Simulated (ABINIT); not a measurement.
# Quasiparticle gap of TiNF (Pmmn) in ABINIT, part 2 of 3

How does a plane-wave GW calculation on TiNF (Pmmn) run from the first input to the gap?

ABINIT 10.8.3; LDA and many-body steps on it, plane waves. Known limits of the many-body steps: not at the basis limit; coarse k mesh.

So far. Step 2 (Ground state): The gap is direct, at Γ.

### Step 3. Bands along the symmetry lines

Level of this step: DFT, LDA, plane waves, norm-conserving pseudopotentials (ABINIT).

The cheap functional maps the bands first; the places of the edges decide which points the dearer methods must see.

Contents of run.abi:

```
acell 3*1.0 Angstrom
rprim 
  3.062004000000 0.000000000000 0.000000000000
  0.000000000000 3.964387000000 0.000000000000
  0.000000000000 0.000000000000 7.870826000000
ntypat 3
znucl 22 7 9
natom 6
typat 1 1 2 2 3 3
xred 
  0.500000000000 0.000000000000 0.895914000000
  0.000000000000 0.500000000000 0.104086000000
  0.500000000000 0.500000000000 0.939316000000
  0.000000000000 0.000000000000 0.060684000000
  0.000000000000 0.000000000000 0.724624000000
  0.500000000000 0.500000000000 0.275376000000
pp_dirpath "pseudos"
pseudos "Ti.upf, N.upf, F.upf"
ecut 38
iscf -2
irdden 1
kptopt 0
nkpt 100
kpt 
  0.00000000 0.00000000 0.00000000
  0.06250000 0.00000000 0.00000000
  0.12500000 0.00000000 0.00000000
  0.18750000 0.00000000 0.00000000
  0.25000000 0.00000000 0.00000000
  0.31250000 0.00000000 0.00000000
  0.37500000 0.00000000 0.00000000
  0.43750000 0.00000000 0.00000000
  0.50000000 0.00000000 0.00000000
  0.50000000 0.06250000 0.00000000
  0.50000000 0.12500000 0.00000000
  0.50000000 0.18750000 0.00000000
  0.50000000 0.25000000 0.00000000
  0.50000000 0.31250000 0.00000000
  0.50000000 0.37500000 0.00000000
  0.50000000 0.43750000 0.00000000
  0.50000000 0.50000000 0.00000000
  0.43750000 0.50000000 0.00000000
  0.37500000 0.50000000 0.00000000
  0.31250000 0.50000000 0.00000000
  0.25000000 0.50000000 0.00000000
  0.18750000 0.50000000 0.00000000
  0.12500000 0.50000000 0.00000000
  0.06250000 0.50000000 0.00000000
  0.00000000 0.50000000 0.00000000
  0.00000000 0.43750000 0.00000000
  0.00000000 0.37500000 0.00000000
  0.00000000 0.31250000 0.00000000
  0.00000000 0.25000000 0.00000000
  0.00000000 0.18750000 0.00000000
  0.00000000 0.12500000 0.00000000
  0.00000000 0.06250000 0.00000000
  0.00000000 0.00000000 0.00000000
  0.00000000 0.00000000 0.06250000
  0.00000000 0.00000000 0.12500000
  0.00000000 0.00000000 0.18750000
  0.00000000 0.00000000 0.25000000
  0.00000000 0.00000000 0.31250000
  0.00000000 0.00000000 0.37500000
  0.00000000 0.00000000 0.43750000
  0.00000000 0.00000000 0.50000000
  0.06250000 0.00000000 0.50000000
  0.12500000 0.00000000 0.50000000
  0.18750000 0.00000000 0.50000000
  0.25000000 0.00000000 0.50000000
  0.31250000 0.00000000 0.50000000
  0.37500000 0.00000000 0.50000000
  0.43750000 0.00000000 0.50000000
  0.50000000 0.00000000 0.50000000
  0.50000000 0.06250000 0.50000000
  0.50000000 0.12500000 0.50000000
  0.50000000 0.18750000 0.50000000
  0.50000000 0.25000000 0.50000000
  0.50000000 0.31250000 0.50000000
  0.50000000 0.37500000 0.50000000
  0.50000000 0.43750000 0.50000000
  0.50000000 0.50000000 0.50000000
  0.43750000 0.50000000 0.50000000
  0.37500000 0.50000000 0.50000000
  0.31250000 0.50000000 0.50000000
  0.25000000 0.50000000 0.50000000
  0.18750000 0.50000000 0.50000000
  0.12500000 0.50000000 0.50000000
  0.06250000 0.50000000 0.50000000
  0.00000000 0.50000000 0.50000000
  0.00000000 0.43750000 0.50000000
  0.00000000 0.37500000 0.50000000
  0.00000000 0.31250000 0.50000000
  0.00000000 0.25000000 0.50000000
  0.00000000 0.18750000 0.50000000
  0.00000000 0.12500000 0.50000000
  0.00000000 0.06250000 0.50000000
  0.00000000 0.00000000 0.50000000
  0.50000000 0.00000000 0.00000000
  0.50000000 0.00000000 0.06250000
  0.50000000 0.00000000 0.12500000
  0.50000000 0.00000000 0.18750000
  0.50000000 0.00000000 0.25000000
  0.50000000 0.00000000 0.31250000
  0.50000000 0.00000000 0.37500000
  0.50000000 0.00000000 0.43750000
  0.50000000 0.00000000 0.50000000
  0.00000000 0.50000000 0.00000000
  0.00000000 0.50000000 0.06250000
  0.00000000 0.50000000 0.12500000
  0.00000000 0.50000000 0.18750000
  0.00000000 0.50000000 0.25000000
  0.00000000 0.50000000 0.31250000
  0.00000000 0.50000000 0.37500000
  0.00000000 0.50000000 0.43750000
  0.00000000 0.50000000 0.50000000
  0.50000000 0.50000000 0.00000000
  0.50000000 0.50000000 0.06250000
  0.50000000 0.50000000 0.12500000
  0.50000000 0.50000000 0.18750000
  0.50000000 0.50000000 0.25000000
  0.50000000 0.50000000 0.31250000
  0.50000000 0.50000000 0.37500000
  0.50000000 0.50000000 0.43750000
  0.50000000 0.50000000 0.50000000
istwfk *1
nband 31
nbdbuf 2
tolwfr 1e-08
nstep 40
prtwf 0
prtvol 0
indata_prefix "in"
outdata_prefix "out"
tmpdata_prefix "tmp"
```

The run is started by

```
> OMP_NUM_THREADS=1 mpirun -n 4 abinit run.abi > log
```

Numbers of over 12 decimals in the logs are rounded to 6 here.

Output:

```text
.Version 10.8.3 of ABINIT. v10.8.2 released Aug 2026.

 Symmetries : space group Pm m n (# 59); Bravais oP (primitive ortho.)
[... echo of the input left out ...]
== DATASET  1 ==================================================================
-   mpi_nproc: 4, omp_nthreads: 1 (-1 if OMP is not activated)

--- !DatasetInfo
iteration_state: {dtset: 1, }
dimensions: {natom: 6, nkpt: 100, mband: 31, nsppol: 1, nspinor: 1, nspden: 1, mpw: 7264, }
cutoff_energies: {ecut:  38.0, pawecutdg:  -1.0, }
electrons: {nelect:   4.80000000E+01, charge:   0.00000000E+00, occopt:   1.00000000E+00, tsmear:   1.00000000E-02, }

 Real(R)+Recip(G) space primitive vectors, cartesian coordinates (Bohr,Bohr^-1):
 R(1)=  5.7863490  0.0000000  0.0000000  G(1)=  0.1728205  0.0000000  0.0000000
 R(2)=  0.0000000  7.4916057  0.0000000  G(2)=  0.0000000  0.1334827  0.0000000
 R(3)=  0.0000000  0.0000000 14.8737055  G(3)=  0.0000000  0.0000000  0.0672327
 Unit cell volume ucvol=  6.4476093E+02 bohr^3
 Angles (23,13,12)=  9.00000000E+01  9.00000000E+01  9.00000000E+01 degrees

 getcut: wavevector=  0.0000  0.0000  0.0000  ngfft=  36  45  90
         ecut(hartree)=     38.000   => boxcut(ratio)=   2.11651

--- Pseudopotential description ------------------------------------------------
- Ti Generated using ONCVPSP code by D. R. Hamann
- 22.00000  12.00000  180309                  znucl, zion, pspdat
12 -1012 2 -1 1568                            pspcod,pspxc,lmax,lloc,mmax
     nproj     2     2     2
  pspatm : epsatm=   14.84363209
         --- l  ekb(1:nproj) -->
             0   11.277028    1.250396
             1    1.832338   -0.094357
             2   -5.297893   -1.508002
 pspatm: atomic psp has been read  and splines computed

- N Generated using ONCVPSP code by D. R. Hamann
-  7.00000   5.00000  180309                  znucl, zion, pspdat
12 -1012 1 -1 1058                            pspcod,pspxc,lmax,lloc,mmax
     nproj     2     2     0
  pspatm : epsatm=    5.30777321
         --- l  ekb(1:nproj) -->
[...]
pspatm: atomic psp has been read  and splines computed

- F Generated using ONCVPSP code by D. R. Hamann
-  9.00000   7.00000  201202                  znucl, zion, pspdat
12 -1012 2 -1 824                             pspcod,pspxc,lmax,lloc,mmax
     nproj     2     2     1
  pspatm : epsatm=    4.94580260
         --- l  ekb(1:nproj) -->
[...]
2   -2.364936
 pspatm: atomic psp has been read  and splines computed

--------------------------------------------------------------------------------

================================================================================
 prteigrs : about to open file out_EIG
 Non-SCF case, kpt    1 (  0.00000  0.00000  0.00000), residuals and eigenvalues=
  7.43E-09  8.94E-09  7.43E-09  5.86E-09  5.17E-09  3.82E-09  9.65E-09  9.25E-09
[...]
-7.6167E-02 -7.6167E-02 -3.0292E-02 -3.0292E-02 -2.1533E-02 -2.1533E-02
  1.4673E-01  1.4673E-01  1.5205E-01  1.5205E-01  1.7909E-01  1.7909E-01
  2.4493E-01

--- !ResultsGS
iteration_state: {dtset: 1, }
comment   : Summary of ground state results
lattice_vectors:
- [  5.7863490,   0.0000000,   0.0000000, ]
- [  0.0000000,   7.4916057,   0.0000000, ]
- [  0.0000000,   0.0000000,  14.8737055, ]
lattice_lengths: [   5.78635,    7.49161,   14.87371, ]
lattice_angles: [ 90.000,  90.000,  90.000, ] # degrees, (23, 13, 12)
lattice_volume:   6.4476093E+02
convergence: {deltae:  0.000E+00, res2:  0.000E+00, residm:  9.994E-09, diffor:  0.000E+00, }
etotal    :  -1.88904238E+02
entropy   :   0.00000000E+00
fermie    :   7.68222598E-02
cartesian_stress_tensor: null
pressure_GPa: null
xred      :
- [  5.0000E-01,   0.0000E+00,   8.9591E-01, Ti]
- [  0.0000E+00,   5.0000E-01,   1.0409E-01, Ti]
- [  5.0000E-01,   5.0000E-01,   9.3932E-01,  N]
- [  0.0000E+00,   0.0000E+00,   6.0684E-02,  N]
- [  0.0000E+00,   0.0000E+00,   7.2462E-01,  F]
- [  5.0000E-01,   5.0000E-01,   2.7538E-01,  F]
cartesian_forces: null
force_length_stats: {min: null, max: null, mean: null, }

 Integrated electronic density in atomic spheres:
 ------------------------------------------------
 Atom  Sphere_radius  Integrated_density
[...]
================================================================================

 ----iterations are completed or convergence reached----

 Mean square residual over all n,k,spin=   64.401E-10; max=  99.936E-10
 reduced coordinates (array xred) for    6 atoms
[...]
0.000000000000      0.000000000000      0.724624000000
       0.500000000000      0.500000000000      0.275376000000

 cartesian coordinates (angstrom) at end:
    1      1.531002     0.000000     7.051583
    2      0.000000     1.982193     0.819243
    3      1.531002     1.982193     7.393193
    4      0.000000     0.000000     0.477633
    5      0.000000     0.000000     5.703389
    6      1.531002     1.982193     2.167437
 length scales=  1.889726125908  1.889726125908  1.889726125908 bohr
              =  1.000000000000  1.000000000000  1.000000000000 angstroms
 prteigrs : about to open file out_EIG
 Eigenvalues (hartree) for nkpt= 100  k points:
 kpt#   1, nband= 31, wtk=  1.00000, kpt=  0.0000  0.0000  0.0000 (reduced coord)
[...]
kpt#   2, nband= 31, wtk=  1.00000, kpt=  0.0625  0.0000  0.0000 (reduced coord)
[...]
kpt#   3, nband= 31, wtk=  1.00000, kpt=  0.1250  0.0000  0.0000 (reduced coord)
[...]
kpt#  99, nband= 31, wtk=  1.00000, kpt=  0.5000  0.5000  0.4375 (reduced coord)
[...]
0.14674    0.14674    0.15205    0.15205    0.17909    0.17909    0.24493
 kpt# 100, nband= 31, wtk=  1.00000, kpt=  0.5000  0.5000  0.5000 (reduced coord)
[...]
-0.75731   -0.75731   -0.39211   -0.39211   -0.14912   -0.14912   -0.12435   -0.12435
  -0.10353   -0.10353   -0.07617   -0.07617   -0.03029   -0.03029   -0.02153   -0.02153
   0.14673    0.14673    0.15205    0.15205    0.17909    0.17909    0.24493

== END DATASET(S) ==============================================================
================================================================================

 -outvars: echo values of variables after computation  --------
            nband          31
             nkpt         100
          spgroup          59
 [... the other variables as echoed above ...]

 Calculation completed.
```

Run time: 2.8 min. Hardware: 4 MPI ranks of Arm Neoverse V2, shared host; peak memory 0.64 GiB.

Numbers from this step:

| Quantity | Value |
| --- | --- |
| gap | 0.6504 eV |
| k of the valence top | 0, 0, 0 |
| k of the conduction bottom | 0, 0, 0 |
| least direct gap | 0.6504 eV |

The gap is 0.650 eV, as in the run before at this level.

The electronic bands at the labelled points (eV, zero at the top of the highest filled band):

```
    point  band 21  band 22  band 23  band 24  band 25  band 26  band 27  band 28
        Γ    -2.65    -2.62    -1.25     0.00     0.65     1.40     1.56     1.92
  halfway    -2.70    -2.16    -1.44    -1.42     1.39     1.77     1.90     2.02
        X    -2.96    -2.96    -1.56    -1.56     1.83     1.83     2.02     2.02
  halfway    -3.50    -3.50    -1.48    -1.48     1.33     1.33     2.04     2.04
        S    -2.92    -2.92    -2.67    -2.67     1.91     1.91     2.05     2.05
  halfway    -3.18    -3.18    -2.19    -2.19     1.51     1.51     2.21     2.21
        Y    -2.73    -2.73    -2.29    -2.29     1.12     1.12     2.20     2.20
  halfway    -2.76    -2.28    -2.02    -1.93     1.28     1.43     1.52     2.19
        Γ    -2.65    -2.62    -1.25     0.00     0.65     1.40     1.56     1.92
  halfway    -2.67    -2.63    -1.25     0.00     0.65     1.40     1.54     1.92
        Z    -2.70    -2.64    -1.25     0.00     0.65     1.40     1.53     1.92
  halfway    -2.71    -2.15    -1.46    -1.42     1.39     1.78     1.90     2.03
        U    -2.96    -2.96    -1.56    -1.56     1.83     1.83     2.02     2.02
  halfway    -3.50    -3.50    -1.48    -1.48     1.33     1.33     2.04     2.04
        R    -2.91    -2.91    -2.68    -2.68     1.90     1.90     2.05     2.05
  halfway    -3.18    -3.18    -2.20    -2.20     1.51     1.51     2.22     2.22
        T    -2.73    -2.73    -2.28    -2.28     1.12     1.12     2.20     2.20
  halfway    -2.75    -2.31    -2.02    -1.93     1.28     1.43     1.52     2.19
        Z    -2.70    -2.64    -1.25     0.00     0.65     1.40     1.53     1.92
jump to X    -2.96    -2.96    -1.56    -1.56     1.83     1.83     2.02     2.02
  halfway    -2.96    -2.96    -1.56    -1.56     1.83     1.83     2.02     2.02
        U    -2.96    -2.96    -1.56    -1.56     1.83     1.83     2.02     2.02
jump to Y    -2.73    -2.73    -2.29    -2.29     1.12     1.12     2.20     2.20
  halfway    -2.73    -2.73    -2.29    -2.29     1.12     1.12     2.20     2.20
        T    -2.73    -2.73    -2.28    -2.28     1.12     1.12     2.20     2.20
jump to S    -2.92    -2.92    -2.67    -2.67     1.91     1.91     2.05     2.05
```

### Step 4. Empty states on the mesh, 4×2×1 mesh, 95 bands

The sums over transitions need many empty states on a uniform mesh; this step solves for them.

Contents of run.abi:

```
acell 3*1.0 Angstrom
rprim 
  3.062004000000 0.000000000000 0.000000000000
  0.000000000000 3.964387000000 0.000000000000
  0.000000000000 0.000000000000 7.870826000000
ntypat 3
znucl 22 7 9
natom 6
typat 1 1 2 2 3 3
xred 
  0.500000000000 0.000000000000 0.895914000000
  0.000000000000 0.500000000000 0.104086000000
  0.500000000000 0.500000000000 0.939316000000
  0.000000000000 0.000000000000 0.060684000000
  0.000000000000 0.000000000000 0.724624000000
  0.500000000000 0.500000000000 0.275376000000
pp_dirpath "pseudos"
pseudos "Ti.upf, N.upf, F.upf"
ecut 38
ngkpt 4 2 1
nshiftk 1
shiftk 0 0 0
kptopt 1
chksymbreak 0
iscf -2
irdden 1
istwfk *1
nband 95
nbdbuf 8
tolwfr 1e-09
nstep 60
prtvol 0
indata_prefix "in"
outdata_prefix "out"
tmpdata_prefix "tmp"
```

Output:

```text
.Version 10.8.3 of ABINIT. v10.8.2 released Aug 2026.

 Symmetries : space group Pm m n (# 59); Bravais oP (primitive ortho.)
[... echo of the input left out ...]
== DATASET  1 ==================================================================
-   mpi_nproc: 4, omp_nthreads: 1 (-1 if OMP is not activated)

--- !DatasetInfo
iteration_state: {dtset: 1, }
dimensions: {natom: 6, nkpt: 6, mband: 95, nsppol: 1, nspinor: 1, nspden: 1, mpw: 7264, }
cutoff_energies: {ecut:  38.0, pawecutdg:  -1.0, }
electrons: {nelect:   4.80000000E+01, charge:   0.00000000E+00, occopt:   1.00000000E+00, tsmear:   1.00000000E-02, }

 Real(R)+Recip(G) space primitive vectors, cartesian coordinates (Bohr,Bohr^-1):
 R(1)=  5.7863490  0.0000000  0.0000000  G(1)=  0.1728205  0.0000000  0.0000000
 R(2)=  0.0000000  7.4916057  0.0000000  G(2)=  0.0000000  0.1334827  0.0000000
 R(3)=  0.0000000  0.0000000 14.8737055  G(3)=  0.0000000  0.0000000  0.0672327
 Unit cell volume ucvol=  6.4476093E+02 bohr^3
 Angles (23,13,12)=  9.00000000E+01  9.00000000E+01  9.00000000E+01 degrees

 getcut: wavevector=  0.0000  0.0000  0.0000  ngfft=  36  45  90
         ecut(hartree)=     38.000   => boxcut(ratio)=   2.11651

--- Pseudopotential description ------------------------------------------------
- Ti Generated using ONCVPSP code by D. R. Hamann
- 22.00000  12.00000  180309                  znucl, zion, pspdat
12 -1012 2 -1 1568                            pspcod,pspxc,lmax,lloc,mmax
     nproj     2     2     2
  pspatm : epsatm=   14.84363209
         --- l  ekb(1:nproj) -->
             0   11.277028    1.250396
             1    1.832338   -0.094357
             2   -5.297893   -1.508002
 pspatm: atomic psp has been read  and splines computed

- N Generated using ONCVPSP code by D. R. Hamann
-  7.00000   5.00000  180309                  znucl, zion, pspdat
12 -1012 1 -1 1058                            pspcod,pspxc,lmax,lloc,mmax
     nproj     2     2     0
  pspatm : epsatm=    5.30777321
         --- l  ekb(1:nproj) -->
[...]
pspatm: atomic psp has been read  and splines computed

- F Generated using ONCVPSP code by D. R. Hamann
-  9.00000   7.00000  201202                  znucl, zion, pspdat
12 -1012 2 -1 824                             pspcod,pspxc,lmax,lloc,mmax
     nproj     2     2     1
  pspatm : epsatm=    4.94580260
         --- l  ekb(1:nproj) -->
[...]
2   -2.364936
 pspatm: atomic psp has been read  and splines computed

--------------------------------------------------------------------------------

================================================================================
 prteigrs : about to open file out_EIG
 Non-SCF case, kpt    1 (  0.00000  0.00000  0.00000), residuals and eigenvalues=
  5.69E-10  7.84E-10  3.13E-10  3.16E-10  2.44E-10  3.10E-10  9.02E-10  2.13E-10
[...]
1.89E-08  1.05E-07  3.57E-05  2.27E-06  8.08E-05  4.23E-05  5.20E-04
 -2.0211E+00 -2.0184E+00 -1.1655E+00 -1.1614E+00 -1.1595E+00 -1.1569E+00
 -1.1524E+00 -1.1521E+00 -7.6221E-01 -7.6105E-01 -4.5253E-01 -4.0272E-01
 -1.4068E-01 -1.2498E-01 -1.2323E-01 -1.2017E-01 -9.4285E-02 -8.9409E-02
[...]
1.3289E+00  1.3480E+00  1.3701E+00  1.3731E+00  1.3874E+00  1.3891E+00
  1.4006E+00  1.4776E+00  1.4833E+00  1.5138E+00  1.5275E+00  1.5548E+00
  1.5555E+00  1.5823E+00  1.5962E+00  1.6180E+00  1.6227E+00
 prteigrs : prtvol=0 or 1, do not print more k-points.

--- !ResultsGS
iteration_state: {dtset: 1, }
comment   : Summary of ground state results
lattice_vectors:
- [  5.7863490,   0.0000000,   0.0000000, ]
- [  0.0000000,   7.4916057,   0.0000000, ]
- [  0.0000000,   0.0000000,  14.8737055, ]
lattice_lengths: [   5.78635,    7.49161,   14.87371, ]
lattice_angles: [ 90.000,  90.000,  90.000, ] # degrees, (23, 13, 12)
lattice_volume:   6.4476093E+02
convergence: {deltae:  0.000E+00, res2:  0.000E+00, residm:  9.816E-10, diffor:  0.000E+00, }
etotal    :  -1.88904238E+02
entropy   :   0.00000000E+00
fermie    :   7.68222598E-02
cartesian_stress_tensor: null
pressure_GPa: null
xred      :
- [  5.0000E-01,   0.0000E+00,   8.9591E-01, Ti]
- [  0.0000E+00,   5.0000E-01,   1.0409E-01, Ti]
- [  5.0000E-01,   5.0000E-01,   9.3932E-01,  N]
- [  0.0000E+00,   0.0000E+00,   6.0684E-02,  N]
- [  0.0000E+00,   0.0000E+00,   7.2462E-01,  F]
- [  5.0000E-01,   5.0000E-01,   2.7538E-01,  F]
cartesian_forces: null
force_length_stats: {min: null, max: null, mean: null, }

 Integrated electronic density in atomic spheres:
 ------------------------------------------------
 Atom  Sphere_radius  Integrated_density
[...]
================================================================================

 ----iterations are completed or convergence reached----

 Mean square residual over all n,k,spin=   48.859E-11; max=  98.157E-11
 reduced coordinates (array xred) for    6 atoms
[...]
0.000000000000      0.000000000000      0.724624000000
       0.500000000000      0.500000000000      0.275376000000

 cartesian coordinates (angstrom) at end:
    1      1.531002     0.000000     7.051583
    2      0.000000     1.982193     0.819243
    3      1.531002     1.982193     7.393193
    4      0.000000     0.000000     0.477633
    5      0.000000     0.000000     5.703389
    6      1.531002     1.982193     2.167437
 length scales=  1.889726125908  1.889726125908  1.889726125908 bohr
              =  1.000000000000  1.000000000000  1.000000000000 angstroms
 prteigrs : about to open file out_EIG
 Eigenvalues (hartree) for nkpt=   6  k points:
 kpt#   1, nband= 95, wtk=  0.12500, kpt=  0.0000  0.0000  0.0000 (reduced coord)
[...]
1.26111    1.27650    1.30124    1.30799    1.30975    1.31973    1.32887    1.34797
   1.37012    1.37310    1.38742    1.38906    1.40058    1.47756    1.48326    1.51377
   1.52754    1.55478    1.55552    1.58234    1.59620    1.61795    1.62273
 prteigrs : prtvol=0 or 1, do not print more k-points.

== END DATASET(S) ==============================================================
================================================================================

 -outvars: echo values of variables after computation  --------
            nband          95
             nkpt           6
          spgroup          59
 [... the other variables as echoed above ...]

 Calculation completed.
```

Wall time 36 s (4 MPI ranks); peak memory 0.37 GiB.

This step gave:

```
gap                                                           : 0.6504 eV
k of the valence top                                          : 0, 0, 0
k of the conduction bottom                                    : 0, 0, 0
least direct gap                                              : 0.6504 eV
k points computed                                             : 6
lowest point of the top converged band, above the valence top : 37.41 eV
```

On this mesh the gap is 0.650 eV.

(Part 2 of 3 ends here.)

[Paths, hosts, dates, memory and timing lines, banners, echoed tables and standing remarks are left out of the program output.]

[Logs are printed without paths, hosts, clocks, repeated set-up lines and the standing remarks that a program may print on its own settings, such as how far it seeks lower states.]

[Runs of the session that timed out or met a known fault of the program may be left out.]

[Hosts, paths, dates, database ids (printed as entryN), source tags and the programs' standing remarks are cut or masked in the printed files.]

[G0W0 gaps are taken among the corrected bands and points alone; a level outside them can change the order at an edge.]

[Where Ansatz stands beside ABINIT at settings called matched, ABINIT's density can come from a denser mesh and the files from another edition; pairs whose starting gaps differed by over 0.03 eV were left out, so agreement reads better than it is.]
